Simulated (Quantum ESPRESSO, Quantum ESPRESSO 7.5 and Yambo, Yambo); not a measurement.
# SrTiO3 (Tausonite): G0W0 with Yambo, start to end

Wanted: ground state, empty states, screening and self-energy for SrTiO3 (Tausonite).

Calculated with Quantum ESPRESSO 7.5 and Yambo 5.3.0; PBE and many-body steps on it, plane waves.

**The experiments to reproduce.**

- Gap 3.77 eV: direct gap (M0 critical point); spectroscopic ellipsometry, second-derivative fit; 300 K; bulk crystal (commercial single crystal) (“Optical probe of ferroelectric order in bulk and thin film perovskite titanates”, 2013, arxiv:1309.1245).

### 1. Set-up

Symmetry: Pm-3m, No. 221, cubic system. Conventional cell: a = 3.905 Å, b = 3.905 Å, c = 3.905 Å, α = 90.00°, β = 90.00°, γ = 90.00°. Nearest to Sr lie 12 O at 2.76 Å. Ti has 6 O at 1.95 Å nearest. O has 2 Ti at 1.95 Å and 4 Sr at 2.76 Å nearest. Farther neighbours and most contacts between anions are not listed.

The cell and positions come from the Crystallography Open Database and are kept as given unless a step says otherwise.

### 2. Ground state

This step: Quantum ESPRESSO 7.5; DFT, PBE, plane waves, norm-conserving pseudopotentials.

The ground-state density comes first.

File pw.in:

```
&control
  calculation = 'scf'
  prefix = 'x'
  outdir = 'o'
  pseudo_dir = 'pseudo'
/
&system
  ibrav = 0
  nat = 5
  ntyp = 3
  ecutwfc = 76.0
  nbnd = 26
  force_symmorphic = .true.
/
&electrons
  conv_thr = 1e-10
  electron_maxstep = 80
  mixing_beta = 0.5
/
ATOMIC_SPECIES
  Sr 87.62 Sr.upf
  Ti 47.867 Ti.upf
  O 15.999 O.upf
CELL_PARAMETERS angstrom
  3.9052800000 0.0000000000 0.0000000000
  0.0000000000 3.9052800000 0.0000000000
  0.0000000000 0.0000000000 3.9052800000
ATOMIC_POSITIONS crystal
  Sr 0.5000000000 0.5000000000 0.5000000000
  Ti 0.0000000000 0.0000000000 0.0000000000
  O 0.5000000000 0.0000000000 0.0000000000
  O 0.0000000000 0.5000000000 0.0000000000
  O 0.0000000000 0.0000000000 0.5000000000
K_POINTS automatic
  6 6 6 0 0 0
```

Started as:

```console
> OMP_NUM_THREADS=1 mpirun -n 4 pw.x -nk 4 -in pw.in > pw.out
```

What it wrote:

```text
Program PWSCF v.7.5 starts

     This program is part of the open-source Quantum ESPRESSO suite
     for quantum simulation of materials; please cite
         "P. Giannozzi et al., J. Phys.:Condens. Matter 21 395502 (2009);
         "P. Giannozzi et al., J. Phys.:Condens. Matter 29 465901 (2017);
         "P. Giannozzi et al., J. Chem. Phys. 152 154105 (2020);
     in publications or presentations arising from this work. More details at
     Message from routine setup:
     using ibrav=0 with symmetry is DISCOURAGED, use correct ibrav instead

     G-vector sticks info

     bravais-lattice index     =            0
     lattice parameter (alat)  =       7.3799  a.u.
     unit-cell volume          =     401.9325 (a.u.)^3
     number of atoms/cell      =            5
     number of atomic types    =            3
     number of electrons       =        40.00
     number of Kohn-Sham states=           26
     kinetic-energy cutoff     =      76.0000  Ry
     charge density cutoff     =     304.0000  Ry
     scf convergence threshold =      1.0E-10
     mixing beta               =       0.5000
     number of iterations used =            8  plain     mixing
     Exchange-correlation= PBE
                           (   1   4   3   4   0   0   0)

     celldm(1)=   7.379910  celldm(2)=   0.000000  celldm(3)=   0.000000
     celldm(4)=   0.000000  celldm(5)=   0.000000  celldm(6)=   0.000000

     crystal axes: (cart. coord. in units of alat)
               a(1) = (   1.000000   0.000000   0.000000 )
               a(2) = (   0.000000   1.000000   0.000000 )
               a(3) = (   0.000000   0.000000   1.000000 )

     reciprocal axes: (cart. coord. in units 2 pi/alat)
               b(1) = (  1.000000  0.000000  0.000000 )
               b(2) = (  0.000000  1.000000  0.000000 )
               b(3) = (  0.000000  0.000000  1.000000 )
     Pseudo is Norm-conserving + core correction, Zval = 10.0
     Generated using ONCVPSP code by D. R. Hamann
     Using radial grid of 1834 points,  6 beta functions with:
     Pseudo is Norm-conserving + core correction, Zval = 12.0
     Generated using ONCVPSP code by D. R. Hamann
     Using radial grid of 1586 points,  6 beta functions with:
     Pseudo is Norm-conserving + core correction, Zval =  6.0
     Generated using ONCVPSP code by D. R. Hamann
     Using radial grid of  936 points,  5 beta functions with:
     Sr               10.00    87.62000     Sr( 1.00)
     Ti               12.00    47.86700     Ti( 1.00)
     O                 6.00    15.99900     O ( 1.00)

     48 Sym. Ops., with inversion, found

   Cartesian axes

     site n.     atom                  positions (alat units)
         1        Sr     tau(   1) = (   0.5000000   0.5000000   0.5000000  )
         2        Ti     tau(   2) = (   0.0000000   0.0000000   0.0000000  )
         3        O      tau(   3) = (   0.5000000   0.0000000   0.0000000  )
         4        O      tau(   4) = (   0.0000000   0.5000000   0.0000000  )
         5        O      tau(   5) = (   0.0000000   0.0000000   0.5000000  )

     number of k points=    20
                       cart. coord. in units 2pi/alat
        k(    1) = (   0.0000000   0.0000000   0.0000000), wk =   0.0092593
        k(    2) = (   0.0000000   0.0000000   0.1666667), wk =   0.0555556
        k(    3) = (   0.0000000   0.0000000   0.3333333), wk =   0.0555556
        k(    4) = (   0.0000000   0.0000000  -0.5000000), wk =   0.0277778
        k(    5) = (   0.0000000   0.1666667   0.1666667), wk =   0.1111111
        k(    6) = (   0.0000000   0.1666667   0.3333333), wk =   0.2222222
        k(    7) = (   0.0000000   0.1666667  -0.5000000), wk =   0.1111111
        k(    8) = (   0.0000000   0.3333333   0.3333333), wk =   0.1111111
        k(    9) = (   0.0000000   0.3333333  -0.5000000), wk =   0.1111111
        k(   10) = (   0.0000000  -0.5000000  -0.5000000), wk =   0.0277778
     [... 8 further rows ...]
        k(   19) = (   0.3333333  -0.5000000  -0.5000000), wk =   0.0555556
        k(   20) = (  -0.5000000  -0.5000000  -0.5000000), wk =   0.0092593

     Dense  grid:    36041 G-vectors     FFT dimensions: (  45,  45,  45)

     Initial potential from superposition of free atoms

     starting charge      39.9901, renormalised to      40.0000
     Starting wfcs are   27 randomized atomic wfcs

     per-process dynamical memory:    37.2 Mb

     Self-consistent Calculation

     iteration #  1     ecut=    76.00 Ry     beta= 0.50

     total energy              =    -286.34907618 Ry
     estimated scf accuracy    <       1.82256532 Ry

     iteration #  2     ecut=    76.00 Ry     beta= 0.50

     total energy              =    -286.17705873 Ry
     estimated scf accuracy    <       4.23967324 Ry

     iteration #  3     ecut=    76.00 Ry     beta= 0.50

     total energy              =    -287.08882050 Ry
     estimated scf accuracy    <       0.24573359 Ry

     iteration #  4     ecut=    76.00 Ry     beta= 0.50

     total energy              =    -287.05739207 Ry
     estimated scf accuracy    <       0.08460359 Ry

     iteration #  5     ecut=    76.00 Ry     beta= 0.50

     total energy              =    -287.08113355 Ry
     estimated scf accuracy    <       0.01740189 Ry

     iteration #  6     ecut=    76.00 Ry     beta= 0.50

     total energy              =    -287.08120972 Ry
     estimated scf accuracy    <       0.00230544 Ry

     iteration #  7     ecut=    76.00 Ry     beta= 0.50

     total energy              =    -287.08179541 Ry
     estimated scf accuracy    <       0.00013899 Ry

     iteration #  8     ecut=    76.00 Ry     beta= 0.50

     total energy              =    -287.08179121 Ry
     estimated scf accuracy    <       0.00003260 Ry

     iteration #  9     ecut=    76.00 Ry     beta= 0.50

     total energy              =    -287.08179759 Ry
     estimated scf accuracy    <       0.00000017 Ry

     iteration # 10     ecut=    76.00 Ry     beta= 0.50

     total energy              =    -287.08179769 Ry
     estimated scf accuracy    <       0.00000005 Ry

     iteration # 11     ecut=    76.00 Ry     beta= 0.50

     total energy              =    -287.08179770 Ry
     estimated scf accuracy    <          2.1E-09 Ry

     iteration # 12     ecut=    76.00 Ry     beta= 0.50

     total energy              =    -287.08179770 Ry
     estimated scf accuracy    <          6.0E-10 Ry

     iteration # 13     ecut=    76.00 Ry     beta= 0.50

     total energy              =    -287.08179770 Ry
     estimated scf accuracy    <          1.3E-10 Ry

     iteration # 14     ecut=    76.00 Ry     beta= 0.50

     End of self-consistent calculation

          k = 0.0000 0.0000 0.0000 (  4457 PWs)   bands (ev):

   -46.3526 -22.6721 -22.6270 -22.6270 -22.6270  -7.3121  -6.3299  -6.3299
    -4.6610  -4.6610  -4.6610   7.2355   7.2355   7.2355   8.8811   8.8811
     8.8811   9.6917   9.6917   9.6917  11.9546  11.9546  11.9546  14.4349
    14.4349  15.5056

          k = 0.0000 0.0000 0.1667 (  4525 PWs)   bands (ev):

   -46.3523 -22.7135 -22.6263 -22.6263 -22.5975  -7.3308  -6.3234  -6.3201
    -4.6493  -4.6493  -4.4854   6.8839   7.2187   7.2187   8.5465   8.5465
     8.6549   8.9454   9.5443   9.5443  11.9947  12.5241  12.5241  14.4403
    15.1720  15.9448

          k = 0.0000 0.0000 0.3333 (  4500 PWs)   bands (ev):

   -46.3515 -22.7663 -22.6248 -22.6248 -22.5679  -7.4554  -6.3002  -6.1422
    -4.6257  -4.6257  -4.1970   6.1332   7.2026   7.2026   7.9492   7.9766
     7.9766   8.2598   9.3794   9.3794  12.0782  13.4535  13.4535  14.4470
    16.2106  16.9464

          k = 0.0000 0.0000-0.5000 (  4484 PWs)   bands (ev):

     [... further k-points ...]

     highest occupied, lowest unoccupied level (ev):    10.0469   11.9546

!    total energy              =    -287.08179770 Ry
     estimated scf accuracy    <          6.0E-12 Ry

     The total energy is the sum of the following terms:
     one-electron contribution =     -75.45083833 Ry
     hartree contribution      =      60.40589909 Ry
     xc contribution           =     -59.54529961 Ry
     ewald contribution        =    -212.49155884 Ry

     convergence has been achieved in  14 iterations

     XML data file, charge density, pseudopotentials, collected wavefunctions

=------------------------------------------------------------------------------=
   JOB DONE.
=------------------------------------------------------------------------------=
```

Elapsed: 16 s, on 4 MPI ranks of Arm Neoverse V1, shared host; peak memory 0.32 GiB.

This step gave:

- total energy: -3905.9468 eV
- gap: 1.908 eV
- k of the valence top: -0.5, -0.5, -0.5
- k of the conduction bottom: 0, 0, 0
- least direct gap: 2.263 eV

The gap is indirect, with the least direct gap 0.36 eV higher.

### 3. Bands along the symmetry lines

Levels along a band path, at the cheap level, show where the edges lie and whether the meshes to come will hold them.

File pw.in:

```
&control
  calculation = 'bands'
  prefix = 'x'
  outdir = 'o'
  pseudo_dir = 'pseudo'
/
&system
  ibrav = 0
  nat = 5
  ntyp = 3
  ecutwfc = 76.0
  nbnd = 26
  force_symmorphic = .true.
/
&electrons
  conv_thr = 1e-9
  electron_maxstep = 80
  diago_full_acc = .true.
  diago_thr_init = 5e-6
/
ATOMIC_SPECIES
  Sr 87.62 Sr.upf
  Ti 47.867 Ti.upf
  O 15.999 O.upf
CELL_PARAMETERS angstrom
  3.9052800000 0.0000000000 0.0000000000
  0.0000000000 3.9052800000 0.0000000000
  0.0000000000 0.0000000000 3.9052800000
ATOMIC_POSITIONS crystal
  Sr 0.5000000000 0.5000000000 0.5000000000
  Ti 0.0000000000 0.0000000000 0.0000000000
  O 0.5000000000 0.0000000000 0.0000000000
  O 0.0000000000 0.5000000000 0.0000000000
  O 0.0000000000 0.0000000000 0.5000000000
K_POINTS crystal
  50
  0.00000000 0.00000000 0.00000000 1
  0.00000000 0.06250000 0.00000000 1
  0.00000000 0.12500000 0.00000000 1
  0.00000000 0.18750000 0.00000000 1
  0.00000000 0.25000000 0.00000000 1
  0.00000000 0.31250000 0.00000000 1
  0.00000000 0.37500000 0.00000000 1
  0.00000000 0.43750000 0.00000000 1
  0.00000000 0.50000000 0.00000000 1
  0.06250000 0.50000000 0.00000000 1
  0.12500000 0.50000000 0.00000000 1
  0.18750000 0.50000000 0.00000000 1
  0.25000000 0.50000000 0.00000000 1
  0.31250000 0.50000000 0.00000000 1
  0.37500000 0.50000000 0.00000000 1
  0.43750000 0.50000000 0.00000000 1
  0.50000000 0.50000000 0.00000000 1
  0.43750000 0.43750000 0.00000000 1
  0.37500000 0.37500000 0.00000000 1
  0.31250000 0.31250000 0.00000000 1
  0.25000000 0.25000000 0.00000000 1
  0.18750000 0.18750000 0.00000000 1
  0.12500000 0.12500000 0.00000000 1
  0.06250000 0.06250000 0.00000000 1
  0.00000000 0.00000000 0.00000000 1
  0.06250000 0.06250000 0.06250000 1
  0.12500000 0.12500000 0.12500000 1
  0.18750000 0.18750000 0.18750000 1
  0.25000000 0.25000000 0.25000000 1
  0.31250000 0.31250000 0.31250000 1
  0.37500000 0.37500000 0.37500000 1
  0.43750000 0.43750000 0.43750000 1
  0.50000000 0.50000000 0.50000000 1
  0.43750000 0.50000000 0.43750000 1
  0.37500000 0.50000000 0.37500000 1
  0.31250000 0.50000000 0.31250000 1
  0.25000000 0.50000000 0.25000000 1
  0.18750000 0.50000000 0.18750000 1
  0.12500000 0.50000000 0.12500000 1
  0.06250000 0.50000000 0.06250000 1
  0.00000000 0.50000000 0.00000000 1
  0.50000000 0.50000000 0.50000000 1
  0.50000000 0.50000000 0.43750000 1
  0.50000000 0.50000000 0.37500000 1
  0.50000000 0.50000000 0.31250000 1
  0.50000000 0.50000000 0.25000000 1
  0.50000000 0.50000000 0.18750000 1
  0.50000000 0.50000000 0.12500000 1
  0.50000000 0.50000000 0.06250000 1
  0.50000000 0.50000000 0.00000000 1
```

What it wrote:

```text
[banner, memory and clock lines left out]
Program PWSCF v.7.5 starts

     Atomic positions and unit cell read from directory:
     o/x.save/

     Message from routine setup:
     using ibrav=0 with symmetry is DISCOURAGED, use correct ibrav instead

     G-vector sticks info

     bravais-lattice index     =            0
     lattice parameter (alat)  =       7.3799  a.u.
     unit-cell volume          =     401.9325 (a.u.)^3
     number of atoms/cell      =            5
     number of atomic types    =            3
     number of electrons       =        40.00
     number of Kohn-Sham states=           26
     kinetic-energy cutoff     =      76.0000  Ry
     charge density cutoff     =     304.0000  Ry
     Exchange-correlation= PBE
                           (   1   4   3   4   0   0   0)

     celldm(1)=   7.379910  celldm(2)=   0.000000  celldm(3)=   0.000000
     celldm(4)=   0.000000  celldm(5)=   0.000000  celldm(6)=   0.000000

     crystal axes: (cart. coord. in units of alat)
               a(1) = (   1.000000   0.000000   0.000000 )
               a(2) = (   0.000000   1.000000   0.000000 )
               a(3) = (   0.000000   0.000000   1.000000 )

     reciprocal axes: (cart. coord. in units 2 pi/alat)
               b(1) = (  1.000000  0.000000  0.000000 )
               b(2) = (  0.000000  1.000000  0.000000 )
               b(3) = (  0.000000  0.000000  1.000000 )
     Pseudo is Norm-conserving + core correction, Zval = 10.0
     Generated using ONCVPSP code by D. R. Hamann
     Using radial grid of 1834 points,  6 beta functions with:
     Pseudo is Norm-conserving + core correction, Zval = 12.0
     Generated using ONCVPSP code by D. R. Hamann
     Using radial grid of 1586 points,  6 beta functions with:
     Pseudo is Norm-conserving + core correction, Zval =  6.0
     Generated using ONCVPSP code by D. R. Hamann
     Using radial grid of  936 points,  5 beta functions with:
     Sr               10.00    87.62000     Sr( 1.00)
     Ti               12.00    47.86700     Ti( 1.00)
     O                 6.00    15.99900     O ( 1.00)

     48 Sym. Ops., with inversion, found

   Cartesian axes

     site n.     atom                  positions (alat units)
         1        Sr     tau(   1) = (   0.5000000   0.5000000   0.5000000  )
         2        Ti     tau(   2) = (   0.0000000   0.0000000   0.0000000  )
         3        O      tau(   3) = (   0.5000000   0.0000000   0.0000000  )
         4        O      tau(   4) = (   0.0000000   0.5000000   0.0000000  )
         5        O      tau(   5) = (   0.0000000   0.0000000   0.5000000  )

     number of k points=    50
                       cart. coord. in units 2pi/alat
        k(    1) = (   0.0000000   0.0000000   0.0000000), wk =   0.0400000
        k(    2) = (   0.0000000   0.0625000   0.0000000), wk =   0.0400000
        k(    3) = (   0.0000000   0.1250000   0.0000000), wk =   0.0400000
[...]
[... 38 further rows ...]
        k(   49) = (   0.5000000   0.5000000   0.0625000), wk =   0.0400000
        k(   50) = (   0.5000000   0.5000000   0.0000000), wk =   0.0400000

     Dense  grid:    36041 G-vectors     FFT dimensions: (  45,  45,  45)

     The potential is recalculated from file :
     o/x.save/charge-density

     Starting wfcs are   27 randomized atomic wfcs

     Band Structure Calculation

     End of band structure calculation

          k = 0.0000 0.0000 0.0000 (  4457 PWs)   bands (ev):

   -46.3527 -22.6721 -22.6271 -22.6271 -22.6271  -7.3121  -6.3299  -6.3299
    -4.6610  -4.6610  -4.6610   7.2355   7.2355   7.2355   8.8811   8.8811
     8.8811   9.6918   9.6918   9.6918  11.9546  11.9546  11.9546  14.4348
    14.4349  15.5056

          k = 0.0000 0.0625 0.0000 (  4485 PWs)   bands (ev):

[...]
14.5651  15.5703

          k = 0.0000 0.1250 0.0000 (  4509 PWs)   bands (ev):

[...]
14.8962  15.7606

[...]
k = 0.5000 0.5000 0.0625 (  4496 PWs)   bands (ev):

[...]
17.9539  18.3910

          k = 0.5000 0.5000 0.0000 (  4500 PWs)   bands (ev):

[...]
-4.5566  -4.2411  -4.2411   5.4282   5.5333   5.8694   7.2143   7.2143
     8.3223   8.4929   8.4929   9.9609  13.8855  13.8855  14.3484  15.4144
    17.9846  18.3561

     XML data file, pseudopotentials, collected wavefunctions
```

The job ended after 11 s (4 MPI ranks; peak memory 0.26 GiB).

This step gave:

- gap: 1.908 eV
- k of the valence top: 0.5, 0.5, 0.5
- k of the conduction bottom: 0, 0, 0
- least direct gap: 2.263 eV

The gap is 1.908 eV, as in the run before at this level.

Electronic bands along the path, in eV, zero at the top of the highest filled band:

```csv
point,band 17,band 18,band 19,band 20,band 21,band 22,band 23,band 24
Γ,-1.17,-0.36,-0.36,-0.36,1.91,1.91,1.91,4.39
halfway,-1.66,-1.60,-0.60,-0.60,1.99,2.96,2.96,4.40
X,-2.34,-1.96,-0.73,-0.73,2.07,3.83,3.83,4.40
halfway,-1.86,-1.45,-1.32,-0.63,3.03,3.83,3.96,5.14
M,-1.72,-1.55,-1.55,-0.09,3.84,3.84,4.30,5.37
halfway,-1.69,-1.35,-1.06,-0.73,2.92,3.06,3.34,5.02
Γ,-1.17,-0.36,-0.36,-0.36,1.91,1.91,1.91,4.39
halfway,-2.78,-0.92,-0.92,-0.62,3.40,3.45,3.45,6.54
R,-3.71,0.00,0.00,0.00,4.52,4.52,4.52,7.00
halfway,-2.71,-0.94,-0.80,-0.52,3.53,4.03,4.05,6.50
X,-2.34,-1.96,-0.73,-0.73,2.07,3.83,3.83,4.40
jump to R,-3.71,0.00,0.00,0.00,4.52,4.52,4.52,7.00
halfway,-3.15,-0.66,-0.66,-0.04,4.12,4.12,4.41,6.82
M,-1.72,-1.55,-1.55,-0.09,3.84,3.84,4.30,5.37
```

[end of part 1 of 3]

[Paths, hosts, dates, memory and timing lines, banners, echoed tables and standing remarks are left out of the program output.]

[Logs are printed without paths, hosts, clocks, repeated set-up lines and the standing remarks that a program may print on its own settings, such as how far it seeks lower states.]

[Runs of the session that timed out or met a known fault of the program may be left out.]

[Hosts, paths, dates, database ids (printed as entryN), source tags and the programs' standing remarks are cut or masked in the printed files.]
